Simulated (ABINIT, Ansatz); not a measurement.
# CsCaH3 (Pm-3m): Raman and infrared activity, part 3 of 3

Aim: Raman and infrared lines of CsCaH3 (Pm-3m).

ABINIT 10.8.3; DFT LDA, scalar-relativistic, plane waves, PseudoDojo norm-conserving pseudopotentials.

So far, mean static dielectric tensor (ions relaxed, fixed cell): step 6 (zone-centre analysis) 9.79.

## (7) A second program

The same cell, potentials and cutoff go through another code, on another k mesh. Its k mesh is centred on Γ.

This step: DFT LDA, scalar-relativistic, plane waves, PseudoDojo norm-conserving pseudopotentials (Ansatz 0.2.0).

Contents of input.yaml:

```yaml
crystal:
  lattice:
    - [4.4669121406, 0.0, 0.0]
    - [0.0, 4.4669121406, 0.0]
    - [0.0, 0.0, 4.4669121406]
  atoms:
    - { symbol: Cs, position: [0.0, 0.0, 0.0] }
    - { symbol: Ca, position: [0.5, 0.5, 0.5] }
    - { symbol: H, position: [0.5, 0.0, 0.5] }
    - { symbol: H, position: [0.0, 0.5, 0.5] }
    - { symbol: H, position: [0.5, 0.5, 0.0] }
kpoints:
  mp_grid: { grid: [6, 6, 6] }
hamiltonian:
  xc: lda
  pseudopotentials: { kind: nc, accuracy: standard }
scf:
  occupations: { method: fixed }
output:
  eigenvalues: true
basis:
  ecutwfc: 843.553
phonons:
  method: dfpt
  dielectric: true
  rigid_motions: translations
  raman: true
```

Command:

```sh
> ansatz run input.yaml --threads 4 --pin off --max-ram 8192MiB --backend cpu --events-out ev --progress --plain --runs-dir out
```

Log:

```text
Warning: basis.ecutwfc = 843.553 eV is below the records' recommended 1006.821291 eV, and the density's cutoff is lower with it unless basis.ecutrho_ratio is high enough to keep the records' density cutoff: compare with a run at a higher cutoff
Engine: ansatz 0.2.0, aarch64-unknown-linux-gnu
Pseudopotentials: kind: nc
Pseudopotential: Cs, nc, valence charge 9, recommended cutoff 653.07327 eV (normal), Cs.nc.azcp (PseudoDojo's, or run here from an input of PseudoDojo's; its table is named by hamiltonian.pseudopotentials.accuracy)
Pseudopotential: Ca, nc, valence charge 10, recommended cutoff 979.609905 eV (normal), Ca.nc.azcp (PseudoDojo's, or run here from an input of PseudoDojo's; its table is named by hamiltonian.pseudopotentials.accuracy)
Pseudopotential: H, nc, valence charge 1, recommended cutoff 1006.821291 eV (normal), H.nc.azcp (PseudoDojo's, or run here from an input of PseudoDojo's; its table is named by hamiltonian.pseudopotentials.accuracy)
Functional definition: SPW92
  exchange = slater_x
  correlation = pw_c
Crystal: 5 atoms, lattice volume = 89.130 Å³
Basis set: ecut = 843.553 eV, 4945 PW (Γ), exchange–correlation on 90×90×90 points (8 copies of the dense FFT grid, shifted against one another)
Bands: 16, of which v1, the nominal top of the filled ones, is band 11 counted from 1 (10 counted from 0)
Symmetry: 48 space group operations
k-points: 80 of 216 (irreducible under 2 space group operations, time reversal used)
Non-local potential: Cs, projectors of the file, l = 0: 2, l = 1: 2, l = 2: 2, l = 3: 2
Non-local potential: Ca, projectors of the file, l = 0: 2, l = 1: 2, l = 2: 2
Non-local potential: H, projectors of the file, l = 0: 2, l = 1: 1
Initial density: superposition of atomic densities (chi_scale 0.1, normalization cell, long waves kept (reshape's long-wave potential 0.00 eV rms))
Initial wavefunctions: pseudopotential atomic-orbital guess
Functional: x = slater, c = lda
SCF iter   1: F=—  HF=-1740.414245 eV  |F-HF|=—  |Δ(HF+E_count)|=         —  Δρ=5.29e-2  dr2=3.00e0  ethr=3.10e-3  ⟨swp⟩=7.1  Hψ=7719  notcnv=0  defer=173
preconditioner: auto → Resta (q_TF=auto, 2.161 Å⁻¹)  ε∞=3.3  [insulator: Δε(μ)=3.699 eV  Ē_g=9.024 eV  n_scr=18 (ndim 8)  ℏωp=13.6 eV  f_vac=0.000  ε∞_Penn≈3.3]
SCF iter   2: F=—  HF=-1739.520648 eV  |F-HF|=—  |Δ(HF+E_count)|=   8.94e-1  Δρ=2.21e-2  dr2=6.39e-1  ethr=3.10e-3  ⟨swp⟩=3.0  Hψ=2554  notcnv=0  defer=183
SCF iter   3: F=—  HF=-1739.297077 eV  |F-HF|=—  |Δ(HF+E_count)|=   2.24e-1  Δρ=3.92e-3  dr2=1.04e-2  ethr=2.90e-3  ⟨swp⟩=2.9  Hψ=2492  notcnv=0  defer=180
SCF iter   4: F=—  HF=-1739.297798 eV  |F-HF|=—  |Δ(HF+E_count)|=   7.21e-4  Δρ=8.54e-4  dr2=6.90e-4  ethr=4.71e-5  ⟨swp⟩=4.5  Hψ=2364  notcnv=0  defer=212
SCF iter   5: F=—  HF=-1739.297614 eV  |F-HF|=—  |Δ(HF+E_count)|=   1.85e-4  Δρ=1.81e-4  dr2=2.54e-5  ethr=3.14e-6  ⟨swp⟩=3.6  Hψ=2464  notcnv=0  defer=214
SCF iter   6: F=—  HF=-1739.297614 eV  |F-HF|=—  |Δ(HF+E_count)|=   7.78e-7  Δρ=3.24e-5  dr2=7.75e-7  ethr=1.16e-7  ⟨swp⟩=2.3  Hψ=2025  notcnv=0  defer=211
SCF iter   7: F=—  HF=-1739.297584 eV  |F-HF|=—  |Δ(HF+E_count)|=   3.02e-5  Δρ=5.93e-6  dr2=2.88e-8  ethr=3.52e-9  ⟨swp⟩=2.1  Hψ=1814  notcnv=0  defer=209
SCF iter   8: F=—  HF=-1739.297584 eV  |F-HF|=—  |Δ(HF+E_count)|=   1.49e-8  Δρ=1.00e-6  dr2=8.04e-10  ethr=1.31e-10  ⟨swp⟩=2.2  Hψ=2048  notcnv=0  defer=209
SCF iter   9: F=-1739.297584 eV  HF=-1739.297584 eV  |F-HF|=2.57e-11  |Δ(HF+E_count)|=  1.23e-10  Δρ=2.09e-7  dr2=4.97e-11  ethr=1.00e-12  ⟨swp⟩=20.1  Hψ=14538  notcnv=0
SCF 1 converged in 9 iterations: F = -1739.297584 eV  dr2 = 4.97e-11
DFPT response loops at Γ: preconditioner auto → none (the input reference at scf.mixing.eps_inf says where Resta's filter doesn't serve); β = 0.50; Broyden in place of MSR1
── the response to a field inside a basis, on 8×8×8 k-points: an SCF that follows is theirs, and a resumed run solves both again ──
Bands: 12, of which v1, the nominal top of the filled ones, is band 11 counted from 1 (10 counted from 0)
k-points: 20 of 512
Initial density: handed on by an earlier stage of this run
Initial wavefunctions: pseudopotential atomic-orbital guess (no wavefunctions were taken with the density)
Eigensolver: Dense (20 Hₖ)
SCF iter   1: F=—  HF=-1739.294532 eV  |F-HF|=—  |Δ(HF+E_count)|=         —  Δρ=1.95e-4  dr2=6.42e-6  ethr=1.00e-1
preconditioner: auto → Resta (q_TF=auto, 2.161 Å⁻¹)  ε∞=3.9  [insulator: Δε(μ)=2.928 eV  Ē_g=7.958 eV  n_scr=18 (ndim 8)  ℏωp=13.6 eV  f_vac=0.000  ε∞_Penn≈3.9]
SCF iter   2: F=—  HF=-1739.294533 eV  |F-HF|=—  |Δ(HF+E_count)|=   1.58e-6  Δρ=9.97e-5  dr2=1.67e-6  ethr=2.92e-8
SCF iter   3: F=—  HF=-1739.294534 eV  |F-HF|=—  |Δ(HF+E_count)|=   7.92e-7  Δρ=5.05e-6  dr2=1.79e-8  ethr=7.59e-9
SCF iter   4: F=—  HF=-1739.294534 eV  |F-HF|=—  |Δ(HF+E_count)|=   3.93e-9  Δρ=5.66e-7  dr2=1.30e-10  ethr=8.13e-11
SCF iter   5: F=-1739.294534 eV  HF=-1739.294534 eV  |F-HF|=0.00e0  |Δ(HF+E_count)|=  1.01e-10  Δρ=9.13e-8  dr2=4.87e-12  ethr=1.00e-12
SCF 1 converged in 5 iterations: F = -1739.294534 eV  dr2 = 4.87e-12
DFPT response loops at Γ: mixed as the last ones told, above
DFPT response loops at Γ: mixed as the last ones told, above
SCF converged after 9 iterations
Free energy (F): -1739.297584 eV
Harris-Foulkes:  -1739.297584 eV  (|F-HF|=2.57e-11)
Internal energy: -1739.297584 eV  (E = F + TS)
E sigma→0 (E₀):  -1739.297584 eV
Fermi energy:    3.751352 eV
--- Per-component energies (eV) ---
  E_band       = -201.614938
  E_kinetic    = 546.150866
  E_local      = -1240.472925  (includes V_loc(G=0)·N_el)
  E_nonlocal   = 170.914727
  E_hartree    = 337.210748
  E_xc         = -413.358988
  E_vxc        = -352.629078  (∫ρ·V_xc dr)
  E_ewald      = -1139.742012
  E_smearing   = -0.000000  (= −TS)
  E_closure    = -0.000000  (closes the sum)
  Σ components = -1739.297584   (vs F -1739.297584, Δ=0.00e0)
--- Band table (eV; the first three rows and the last of 80) ---
  k-point 0: bands = [... 7 lower, -3.1261, 0.6548, 2.7758, 2.7758, 9.1750, 9.1750, 9.1750, 10.1085, ... 1 higher]
  k-point 1: bands = [... 7 lower, -3.1153, 0.9960, 2.8482, 2.9122, 9.0640, 9.0640, 9.2606, 9.5311, ... 1 higher]
  k-point 2: bands = [... 7 lower, -3.0934, 1.7700, 3.0068, 3.0160, 8.6609, 8.9249, 8.9249, 9.4587, ... 1 higher]
  k-point 79: bands = [... 7 lower, -3.5285, 2.9548, 2.9548, 2.9548, 8.3259, 8.3259, 8.3259, 8.8245, ... 1 higher]
--- Phonons (Γ-DFPT): 4 representative perturbations + reference, on 80 of 216 k-points (Σ response iterations 14) ---
  k mesh reduced under 2 symmetry operations, with k and −k counted as one. Each operation leaves every solved perturbation unchanged. A smaller set is not considered because the run solves the response to a homogeneous field
  ASR residual: 1.162e-4 → 0.000e0 eV/Å²; symmetrization residual: 5.145e-7 eV/Å²
  ASR residual per site (eV/Å²): 1.48e-5 4.60e-5 1.16e-4 1.16e-4 1.16e-4
  Γ frequencies (cm⁻¹): 0.00 0.00 0.00 117.40 117.40 117.40 433.97 433.97 433.97 462.30 462.30 462.30 1110.23 1110.23 1110.23
  ε∞ (high-frequency dielectric tensor):
        3.842114    -0.000000     0.000000
       -0.000000     3.842114     0.000000
        0.000000     0.000000     3.842114
  ε⁰ (static dielectric tensor: ions relaxed, cell fixed):
        9.801017     0.000000     0.000000
        0.000000     9.801017    -0.000000
        0.000000    -0.000000     9.801017
  ε⁰ − ε∞ (ionic part):
        5.958903     0.000000     0.000000
        0.000000     5.958903    -0.000000
        0.000000    -0.000000     5.958903
  softest optical mode at Γ: 117.40 cm⁻¹; the repairs (sum rule, projections) moved no ω² at Γ by more than (5.78 cm⁻¹)²
  Born effective charges Z* (e; rows j = field, columns β = displacement):
    site 0:
         1.09265    0.00000    0.00000
        -0.00000    1.09265    0.00000
        -0.00000    0.00000    1.09265
    site 1:
         1.92579   -0.00000    0.00000
         0.00000    1.92579    0.00000
        -0.00000    0.00000    1.92579
    site 2:
        -0.96152    0.00000    0.00000
         0.00000   -1.09539    0.00000
         0.00000    0.00000   -0.96152
    site 3:
        -1.09539   -0.00000    0.00000
         0.00000   -0.96152    0.00000
        -0.00000    0.00000   -0.96152
    site 4:
        -0.96152   -0.00000    0.00000
         0.00000   -0.96152    0.00000
        -0.00000    0.00000   -1.09539
  Z* charge neutrality: 3.331e-4 e pre-enforcement
  solved inside a basis spanned on kpoints, on 8×8×8 k-points: ε∞ is read to err by 9.4e-3, Z* by 1.1e-2 e (field_mesh: kpoints solves on kpoints); Z* is corrected for what the basis lacks
  Raman tensors (in the event stream and the table raman_tensors.tsv): an entry may err by 2.3e-3 Å², one of the second-order susceptibility by 2.0e-19 pm/V (basis, points and sum rule); their sum over the sites missed zero by 9.169e-20 Å² ahead of its enforcement
  optical modes at Γ without the LO–TO term, one row a degenerate level:
      ω (cm⁻¹)  modes    IR ((D/Å)²/amu)  static Raman (Å⁴/amu)  depolarisation
        117.40      3             0.1951                 0.0000               —
        433.97      3             0.0000                 0.0000               —
        462.30      3           144.1449                 0.0000               —
       1110.23      3            72.0357                 0.0000               —
  optical modes at Γ + LO–TO along q̂ = [1.0000, 0.0000, 0.0000]:
      ω (cm⁻¹)  modes    IR ((D/Å)²/amu)  static Raman (Å⁴/amu)  depolarisation
        117.40      2             0.1300                 0.0000               —
        118.06      1             0.0095                 0.0000               —
        433.97      3             0.0000                 0.0000               —
        462.30      2            96.0966                 0.0000               —
        681.47      1            31.9993                 0.0000               —
       1110.23      2            48.0238                 0.0000               —
       1196.24      1            40.1165                 0.0000               —
  optical modes at Γ + LO–TO along q̂ = [0.0000, 1.0000, 0.0000]:
      ω (cm⁻¹)  modes    IR ((D/Å)²/amu)  static Raman (Å⁴/amu)  depolarisation
        117.40      2             0.1300                 0.0000               —
        118.06      1             0.0095                 0.0000               —
        433.97      3             0.0000                 0.0000               —
        462.30      2            96.0966                 0.0000               —
        681.47      1            31.9993                 0.0000               —
       1110.23      2            48.0238                 0.0000               —
       1196.24      1            40.1165                 0.0000               —
  optical modes at Γ + LO–TO along q̂ = [0.0000, 0.0000, 1.0000]:
      ω (cm⁻¹)  modes    IR ((D/Å)²/amu)  static Raman (Å⁴/amu)  depolarisation
        117.40      2             0.1300                 0.0000               —
        118.06      1             0.0095                 0.0000               —
        433.97      3             0.0000                 0.0000               —
        462.30      2            96.0966                 0.0000               —
        681.47      1            31.9993                 0.0000               —
       1110.23      2            48.0238                 0.0000               —
       1196.24      1            40.1165                 0.0000               —
```

Wall time 1.7 min (4 threads of Arm Neoverse V2, shared host); peak memory 1.6 GiB.

This step gave:

```yaml
sum_rule_residual_before_enforcement: 1.16e-4 eV/Å²
miss_of_the_charge_sum_rule: 3.33e-4 e
estimated_error_of_the_dielectric_tensor: 0.009352
estimated_error_of_the_born_charges: 0.01135 e
mean_high_frequency_dielectric_constant: 3.842
largest_born_charge_in_size_third_of_the_trace: 1.926 e
mean_static_dielectric_constant: 9.801
```

Transverse modes. Infrared lines, with heights relative to the strongest:

```tsv
position (cm⁻¹)	label	IR intensity ((D/Å)²/amu), degenerate modes summed, relative
117	T1u	0.1
434	T2u	0.0
462	T1u	100
1110	T1u	50
```

## (8) Side by side: ABINIT PseudoDojo and Ansatz, PseudoDojo

Numbers from this step:

```yaml
root_mean_square_difference: 0.09 cm⁻¹
largest_difference: 0.12 cm⁻¹
```

The 12 of 12 modes that differ most. Frequencies side by side:

```tsv
q (reciprocal lattice)	mode	ABINIT PseudoDojo (cm⁻¹)	Ansatz, PseudoDojo (cm⁻¹)
0 0 0	4	117.4	117.4
0 0 0	5	117.4	117.4
0 0 0	6	117.4	117.4
0 0 0	7	434.1	434
0 0 0	8	434.1	434
0 0 0	9	434.1	434
0 0 0	10	462.4	462.3
0 0 0	11	462.4	462.3
0 0 0	12	462.4	462.3
0 0 0	13	1110	1110
0 0 0	14	1110	1110
0 0 0	15	1110	1110
```

The two runs side by side. Further quantities:

```tsv
quantity	ABINIT PseudoDojo	Ansatz, PseudoDojo
mean ε∞	3.841	3.842
largest Born charge in size (e; the first before, the second after the charge sum rule)	1.925	1.926
summed IR intensity ((D/Å)²/amu)	216.2	216.4
summed Raman activity (Å⁴/amu)	0	0
```

At the zone centre the largest difference (acoustic modes at Γ apart) is 0.01 % of the highest mode.

## (9) What came out

- space group after relaxation: Pm-3m
- volume per atom: 17.8 Å³
- highest optical zone-centre mode (no LO-TO term): 1110 cm⁻¹
- lowest optical zone-centre mode: 117.4 cm⁻¹
- highest mode moved by the LO-TO term: 1196 cm⁻¹
- mean high-frequency dielectric constant: 3.84
- largest Born charge in size (third of the trace): 1.93 e
- mean static dielectric constant: 9.79
- imaginary optical modes at the zone centre (no q mesh in this session): none
- largest difference from Ansatz, PseudoDojo: 0.12 cm⁻¹

**Reading.** No mode is Raman active in this structure; the strongest infrared line lies at 462 cm⁻¹. At the LDA level the optical modes of CsCaH3 (Pm-3m) at the zone centre (no LO-TO term) run from 117 to 1110 cm⁻¹. Along the directions run, the highest mode that the macroscopic field moves lies at 1196 cm⁻¹. Lattice motion raises the mean dielectric constant from 3.841 to 9.793. ABINIT PseudoDojo and Ansatz, PseudoDojo agree to 0.12 cm⁻¹ (0.01 % of the highest mode compared) on all solved modes but the acoustic ones at Γ, without the LO-TO term. These are harmonic frequencies at zero temperature: anharmonic shifts and linewidths and thermal expansion are left out. Spin-orbit coupling is left out, which can matter for the heavy elements here. Ansatz warns that the cutoff lies 16 % under the one recommended for these files; agreement at one cutoff is not convergence. The structure comes from a database by way of an earlier relaxation and need not be the phase that is stable at ambient conditions.

[Host names and launcher messages were left out of these logs when they were recorded.]

[Logs are printed without paths, hosts, clocks, repeated set-up lines and the standing remarks that a program may print on its own settings, such as how far it seeks lower states.]

[Hosts, paths, dates, database ids (printed as entryN), source tags and the programs' standing remarks are cut or masked in the printed files.]
